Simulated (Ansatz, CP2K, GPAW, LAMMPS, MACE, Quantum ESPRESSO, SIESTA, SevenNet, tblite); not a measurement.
# CP2K on 47In2O3-53ZnO (mol %) with crystalline order left by the classical run (65 atoms): settings against a plane-wave reference

How do the settings of CP2K change the result for 47In2O3-53ZnO (mol %) with crystalline order left by the classical run (65 atoms)? A plane-wave run serves as the yardstick.

Calculated with CP2K 2026.2; the method is named at each step.

### Step 1. Starting point

The cell holds 65 atoms: 18 In, 10 Zn and 37 O. Its edges and angles: a = 9.453 Å, b = 9.453 Å, c = 9.453 Å, α = 90.0°, β = 90.0°, γ = 90.0°. 65 atoms (18 Sc, 10 Zn, 37 O) placed at random at 4.13 g/cm³, melted at 5000 K for 10 ps at fixed volume with the Morse and Coulomb pair potential with partial charges (Pedone, Malavasi, Menziani, Cormack and Segre, J. Phys. Chem. B 110, 11780 (2006)). Quenched from 5000 K to 300 K at 10 K/ps and fixed volume, held 10 ps at zero pressure, then minimised at fixed cell. Then Sc was replaced by In and the cell scaled by 1.027 (the potential has no terms for the new elements, so the cell is a start for a DFT relaxation).

The yardstick, on the same geometry:

- method: Kohn-Sham DFT, PBE, SSSP efficiency 1.3.0 pseudopotentials, plane waves (Quantum ESPRESSO 7.5); sssp-pbe-1.3.0-efficiency, cutoffs 60/480 Ry, Γ point
- r.m.s. force component: 0.2946 eV/Å
- longest force: 1.109 eV/Å
- pressure: 2.265 GPa
- time: 2.6 min on 4 MPI ranks of Arm Neoverse V2, shared host
- CPU time: 11 min

### Step 2. PBE, DZVP-MOLOPT-SR, 800/50 Ry, diagonalisation

Method: Kohn-Sham DFT, PBE, GTH-PBE pseudopotentials, Gaussian and plane waves, DZVP-MOLOPT-SR-GTH, diagonalisation.

File input.inp:

```
&GLOBAL
  PROJECT cell
  RUN_TYPE ENERGY_FORCE
  PRINT_LEVEL LOW
&END GLOBAL
&FORCE_EVAL
  METHOD QS
  STRESS_TENSOR ANALYTICAL
  &DFT
    BASIS_SET_FILE_NAME BASIS_MOLOPT
    POTENTIAL_FILE_NAME GTH_POTENTIALS
    &MGRID
      CUTOFF 800
      REL_CUTOFF 50
      NGRIDS 5
    &END MGRID
    &QS
      EPS_DEFAULT 1.0E-12
    &END QS
    &SCF
      SCF_GUESS ATOMIC
      EPS_SCF 1.0E-06
      MAX_SCF 200
      ADDED_MOS 14
      &DIAGONALIZATION
        ALGORITHM STANDARD
      &END DIAGONALIZATION
      &SMEAR ON
        METHOD FERMI_DIRAC
        ELECTRONIC_TEMPERATURE [K] 580
      &END SMEAR
      &MIXING
        METHOD BROYDEN_MIXING
        ALPHA 0.3
        NBROYDEN 8
      &END MIXING
      &PRINT
        &RESTART OFF
        &END RESTART
      &END PRINT
    &END SCF
    &XC
      &XC_FUNCTIONAL PBE
      &END XC_FUNCTIONAL
    &END XC
    &PRINT
      &MULLIKEN ON
      &END MULLIKEN
      &LOWDIN ON
      &END LOWDIN
      &HIRSHFELD ON
      &END HIRSHFELD
      &MO ON
        EIGENVALUES T
        OCCUPATION_NUMBERS T
        MO_INDEX_RANGE 277 300
        &EACH
          QS_SCF 0
        &END EACH
        ADD_LAST NUMERIC
      &END MO
    &END PRINT
  &END DFT
  &SUBSYS
    &CELL
      A 9.45319 0.00000 0.00000
      B 0.00000 9.45319 0.00000
      C 0.00000 0.00000 9.45319
    &END CELL
    &COORD
      In 5.66331 0.61105 1.45967
      In 7.21713 2.27784 8.54890
      In 8.23987 1.98876 3.15566
      In 1.02406 4.36454 9.25997
      In 7.44250 8.44860 8.59626
      In 8.87966 0.59177 6.30811
      In 2.65417 0.83557 6.28268
      In 7.35420 8.35237 3.58389
      In 4.14711 5.63722 3.83601
      In 5.76134 3.93101 1.52168
      In 2.59055 2.37682 2.67591
      In 1.14573 7.00812 7.22451
      In 1.04146 0.78868 0.36839
      In 8.91493 3.81758 6.15942
      In 2.67639 7.02287 1.31210
      In 0.91271 5.40647 3.70612
      In 5.74537 7.12298 6.20517
      In 1.28488 8.91247 3.59883
      Zn 8.87361 6.81471 1.33696
      Zn 7.29730 5.34890 8.46760
      Zn 2.70730 3.91995 5.99597
      Zn 3.57198 2.55274 8.97089
      Zn 4.20308 5.45506 8.09032
      Zn 4.17264 8.74259 8.44652
      Zn 5.73790 3.64071 5.78762
      Zn 4.84911 0.79029 4.92048
      Zn 7.33482 5.36903 4.05873
      Zn 5.72107 6.93401 1.07190
      O 1.05517 5.53522 1.50060
      O 8.94763 6.87880 8.58652
      O 2.43694 7.00982 3.53237
      O 8.78598 3.86210 3.99189
      O 6.23211 0.69131 3.49343
      O 4.36860 8.80120 6.33269
      O 5.85814 6.98279 4.06118
      O 7.42510 8.43329 6.44906
      O 7.22696 2.28692 1.30709
      O 0.91195 5.37962 5.93178
      O 4.38023 2.28389 1.51932
      O 2.74218 6.94838 8.59286
      O 8.82777 0.65652 8.49936
      O 5.76853 4.11649 3.69374
      O 7.42057 2.25723 6.36030
      O 7.18471 5.50015 1.16823
      O 1.85717 2.72138 0.67099
      O 8.71319 3.84820 8.31900
      O 2.93181 0.75389 4.05873
      O 4.31075 5.49911 6.00107
      O 5.82827 6.92475 8.38432
      O 5.66927 3.84688 8.73815
      O 8.75129 6.78455 3.48861
      O 5.94464 0.55348 8.79960
      O 4.29033 5.58315 1.64051
      O 2.60209 4.10127 3.87534
      O 7.17412 5.21041 6.18087
      O 4.30489 8.44085 1.15783
[... 5 atom lines left out ...]
      O 4.15969 2.37606 6.04012
      O 8.80404 0.21780 4.24486
      O 1.17787 8.74798 6.11395
      O 0.69765 1.41297 2.45272
    &END COORD
    &KIND In
      BASIS_SET DZVP-MOLOPT-SR-GTH-q13
      POTENTIAL GTH-PBE-q13
    &END KIND
    &KIND Zn
      BASIS_SET DZVP-MOLOPT-SR-GTH-q12
      POTENTIAL GTH-PBE-q12
    &END KIND
    &KIND O
      BASIS_SET DZVP-MOLOPT-SR-GTH-q6
      POTENTIAL GTH-PBE-q6
    &END KIND
  &END SUBSYS
  &PRINT
    &FORCES ON
    &END FORCES
    &STRESS_TENSOR ON
    &END STRESS_TENSOR
  &END PRINT
&END FORCE_EVAL
```

Run with:

```bash
$ OMP_NUM_THREADS=1 mpirun -np 4 cp2k.psmp -i input.inp > output.txt
```

Numbers of over 12 decimals in the logs are rounded to 6 here.

The program printed:

```text
CP2K| version string:                                       CP2K version 2026.2
 CP2K| Input file name                                                 input.inp
 GLOBAL| Basis set file name                                        BASIS_MOLOPT
 GLOBAL| Potential file name                                      GTH_POTENTIALS
 GLOBAL| Run type                                                   ENERGY_FORCE
 GLOBAL| Total number of message passing processes                             4
 GLOBAL| Number of threads for this process                                    1
 TOTAL NUMBERS AND MAXIMUM NUMBERS
  Total number of            - Atomic kinds:                                   3
                             - Atoms:                                         65
                             - Shell sets:                                    65
                             - Shells:                                       381
                             - Primitive Cartesian functions:                353
                             - Cartesian basis functions:                   1358
                             - Spherical basis functions:                   1181
  Maximum angular momentum of- Orbital basis functions:                        3
                             - Local part of the GTH pseudopotential:          2
                             - Non-local part of the GTH pseudopotential:      4
 SCF PARAMETERS         Density guess:                                    ATOMIC
                        max_scf:                                             200
                        eps_scf:                                        1.00E-06
                        added MOs                                        14    0
                        Mixing method:                            BROYDEN_MIXING
                                                charge density mixing in g-space
                        Smear method:                                FERMI_DIRAC
                        Electronic temperature [K]:                        580.0
                        Electronic temperature [a.u.]:                  1.84E-03
                        Accuracy threshold:                             1.00E-10
 Extrapolation method: initial_guess
 Number of electrons:                                                        576
 Number of occupied orbitals:                                                288
 Number of molecular orbitals:                                               302
 Number of orbital functions:                                               1181
 Number of independent orbital functions:                                   1181
 SCF WAVEFUNCTION OPTIMIZATION
  Step     Update method      Time    Convergence         Total energy    Change
     1 NoMix/Diag. 0.30E+00    4.0     1.86930870     -2214.7945893517 -2.21E+03
     2 Broy./Diag. 0.30E+00    5.5     0.30694331     -2154.5420408451  6.03E+01
     3 Broy./Diag. 0.30E+00    5.5     0.09095628     -2207.4966599644 -5.30E+01
     4 Broy./Diag. 0.30E+00    5.6     0.04035961     -2213.3699782694 -5.87E+00
[...]
14 Broy./Diag. 0.30E+00    5.6     0.00000261     -2212.7228601156 -4.33E-05
    15 Broy./Diag. 0.30E+00    5.6     0.00000079     -2212.7229052685 -4.52E-05
  *** SCF run converged in    15 steps ***
  Electronic density on regular grids:       -575.9999999999        0.0000000001
  Core density on regular grids:              575.9999999996       -0.0000000004
  Total charge density on r-space grids:       -0.0000000003
  Total charge density g-space grids:          -0.0000000003
  Overlap energy of the core charge distribution:               1.25024e-08
  Self energy of the core charge distribution:              -3952.090257
  Core Hamiltonian energy:                                   1205.873134
  Hartree energy:                                             889.566775
  Exchange-correlation energy:                               -356.071269
  Electronic entropic energy:                                  -0.00128715
  Fermi energy:                                                 0.195289
  Total energy:                                             -2212.722905
  Total energy (extrapolated to T->0):                      -2212.722262
 MO| EIGENVALUES AND OCCUPATION NUMBERS
 MO|
 MO|  Index      Eigenvalue [a.u.]        Eigenvalue [eV]             Occupation
 MO|    277               0.169585               4.614642               1.999998
 MO|    278               0.170394               4.636653               1.999997
 MO|    279               0.172336               4.689488               1.999993
[...]
MO|    299               0.355333               9.669095               0.000000
 MO|    300               0.360062               9.797792               0.000000
 MO| Sum:                                                             576.000000
 MO| E(Fermi):            0.195289 a.u.          5.314083 eV
 !-----------------------------------------------------------------------------!
                     Mulliken Population Analysis
 #  Atom  Element  Kind  Atomic population                           Net charge
       1     In       1         12.035555                              0.964445
       2     In       1         12.075503                              0.924497
       3     In       1         12.082676                              0.917324
[...]
# Total charge                            576.000000                 -0.000000
 !-----------------------------------------------------------------------------!
 !-----------------------------------------------------------------------------!
                           Hirshfeld Charges
  #Atom  Element  Kind  Ref Charge     Population                    Net charge
      1       In     1      13.000         13.774                        -0.774
      2       In     1      13.000         13.710                        -0.710
      3       In     1      13.000         13.573                        -0.573
[...]
64       O      3       6.000          5.518                         0.482
     65       O      3       6.000          5.521                         0.479
  Total Charge                                                           -0.000
 !-----------------------------------------------------------------------------!
 LOWDIN POPULATION ANALYSIS
 #  Atom  Element  Kind  Atomic population                           Net charge
[...]
64     O        3          6.234908                             -0.234908
      65     O        3          6.247672                             -0.247672
 # Total charge                            576.000000                 -0.000000
 ENERGY| Total FORCE_EVAL ( QS ) energy [hartree]          -2212.722943
 FORCES| Atomic forces [hartree/bohr]
 FORCES|   Atom     x               y               z               |f|
 FORCES|      1 -3.03337467E-03 -3.28666576E-03 -1.31113652E-03   4.66075238E-03
 FORCES|      2 -3.12746320E-03 -4.11711500E-03 -4.60345927E-03   6.92268007E-03
 FORCES|      3 -6.72044729E-04  1.14942867E-02 -4.12105095E-03   1.22292000E-02
[...]
FORCES|     64 -1.49628529E-03 -5.19427800E-03 -1.31775134E-02   1.42431125E-02
 FORCES|     65  1.48798605E-03 -6.56551706E-03  2.25229477E-03   7.09879908E-03
 FORCES| Sum    -3.15872626E-03  2.52394928E-03  4.36199011E-03
 FORCES| Total atomic force                                       5.94767428E-03
 STRESS| Analytical stress tensor [bar]
 STRESS|                        x                   y                   z
 STRESS|      x        4.30163549567E+04   4.33803664140E+03  -3.67934681394E+03
 STRESS|      y        4.33803664140E+03   5.58930980771E+04  -7.51406319253E+03
 STRESS|      z       -3.67934681394E+03  -7.51406319253E+03   3.34992828480E+04
 STRESS| 1/3 Trace                                             4.41362452939E+04
```

It took 1.8 min on 4 MPI ranks of Arm Neoverse V2, shared host; peak memory 5.7 GiB.

Banners, paths, timers and routine set-up lines are dropped from the logs unmarked, and long logs keep their key lines alone; longer cuts are marked.

Compared with the plane-wave run:

```yaml
r_m_s_force_component: 0.3207 eV/Å
r_m_s_difference_of_force_components: 40.78 meV/Å
longest_difference_of_force_vectors: 133.6 meV/Å
force_difference_over_r_m_s_force: 13.84 %
slope_of_forces_against_the_reference_s: 1.083
correlation_of_force_components: 0.9948
pressure: 4.414 GPa
pressure_difference: 2.149 GPa
```

Length of the force difference by element (eV/Å):

| element | atoms | mean | most |
| --- | --- | --- | --- |
| In | 18 | 0.044 | 0.098 |
| O | 37 | 0.074 | 0.13 |
| Zn | 10 | 0.060 | 0.089 |

The surroundings of In7, which bears the longest force, nearest first, numbered as they follow in the input and with coordinates relative to it.

| atom | x | y | z | distance (Å) | bonds | Mulliken charge (e) | Fx | Fy | Fz (eV/Å) |
| --- | --- | --- | --- | --- | --- | --- | --- | --- | --- |
| In7 | 0.00 | 0.00 | 0.00 | 0.00 | 6 | 1.03 | -0.95 | 0.15 | 0.65 |
| O64 | -1.48 | -1.54 | -0.17 | 2.14 | 4 | -0.64 | -0.08 | -0.27 | -0.68 |
| O59 | 0.04 | -0.13 | 2.14 | 2.14 | 4 | -0.62 | 0.65 | 0.32 | 0.30 |
| O62 | 1.51 | 1.54 | -0.24 | 2.17 | 4 | -0.60 | 0.53 | 0.62 | -0.13 |
| O58 | -1.71 | 1.38 | -0.12 | 2.20 | 4 | -0.65 | 0.27 | -0.01 | -0.05 |
| O47 | 0.28 | -0.08 | -2.22 | 2.24 | 4 | -0.62 | 0.21 | -0.09 | -0.06 |
| O34 | 1.71 | -1.49 | 0.05 | 2.27 | 4 | -0.62 | -0.15 | 0.40 | 0.14 |
| Zn26 | 2.19 | -0.05 | -1.36 | 2.58 | 4 | 0.60 | 0.97 | -0.23 | -0.43 |
| Zn24 | 1.52 | -1.55 | 2.16 | 3.06 | 6 | 0.58 | -0.08 | 0.12 | 0.08 |
| Zn21 | 0.05 | 3.08 | -0.29 | 3.10 | 6 | 0.64 | -0.31 | -0.23 | 0.11 |

Forces lie 14 % from the reference's, at 0.69 times its CPU time.

[end of part 1 of 2]

[Also dropped from logs without a mark: logging warnings of Python, and SIESTA's first energy breakdown and zero terms.]

[Logs are printed without paths, hosts, clocks, repeated set-up lines and the standing remarks that a program may print on its own settings, such as how far it seeks lower states.]

[Hosts, paths, dates, database ids (printed as entryN), source tags and the programs' standing remarks are cut or masked in the printed files.]
